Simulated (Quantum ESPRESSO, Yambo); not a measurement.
An input for Yambo 5.3.0 (WS2 (Tungstenite)):

```
HF_and_locXC
gw0
dyson
ppa
em1d
rim_cut
RandQpts= 1000000
RandGvec= 1 RL
EXXRLvcs= 62 Ry
VXCRLvcs= 248 Ry
Chimod= "HARTREE"
% BndsRnXp
 1 | 468 |
%
NGsBlkXp= 9 Ry
% LongDrXp
 1 | 1 | 1 |
%
% GbndRnge
 1 | 468 |
%
DysSolver= "n"
ExtendOut
PPAPntXp= 27.21138 eV
% QPkrange
 1 | 1 | 25 | 28 |
 9 | 9 | 25 | 28 |
 13 | 13 | 25 | 28 |
%
```

```sh
OMP_NUM_THREADS=2 mpirun -n 4 yambo -F gw6.in -J gw6 -C gw6 > gw6.log
```

The stored states that it reads are on a 6×6×2 mesh. Symmetry: P6_3/mmc, No. 194, hexagonal system. Conventional cell: a = 3.153 Å, b = 3.153 Å, c = 12.323 Å, α = 90.00°, β = 90.00°, γ = 120.00°. W has 6 S at 2.40 Å nearest. Nearest to S lie 3 W at 2.40 Å. Farther neighbours and most contacts between anions are not listed.

Estimate wall time and host memory on 4 MPI ranks of Arm Neoverse V2, shared host.

It took 16 min; on shared hardware allow 7.8 min to 31 min. Peak host memory was 5.4 GiB.

The screening grows as filled bands × empty bands × pairs of k points, times the square of the screening basis for the matrix.

[Paths, hosts, dates, memory and timing lines, banners, echoed tables and standing remarks are left out of the program output.]

[Logs are printed without paths, hosts, clocks, repeated set-up lines and the standing remarks that a program may print on its own settings, such as how far it seeks lower states.]

[Runs of the session that timed out or met a known fault of the program may be left out.]

[Hosts, paths, dates, database ids (printed as entryN), source tags and the programs' standing remarks are cut or masked in the printed files.]
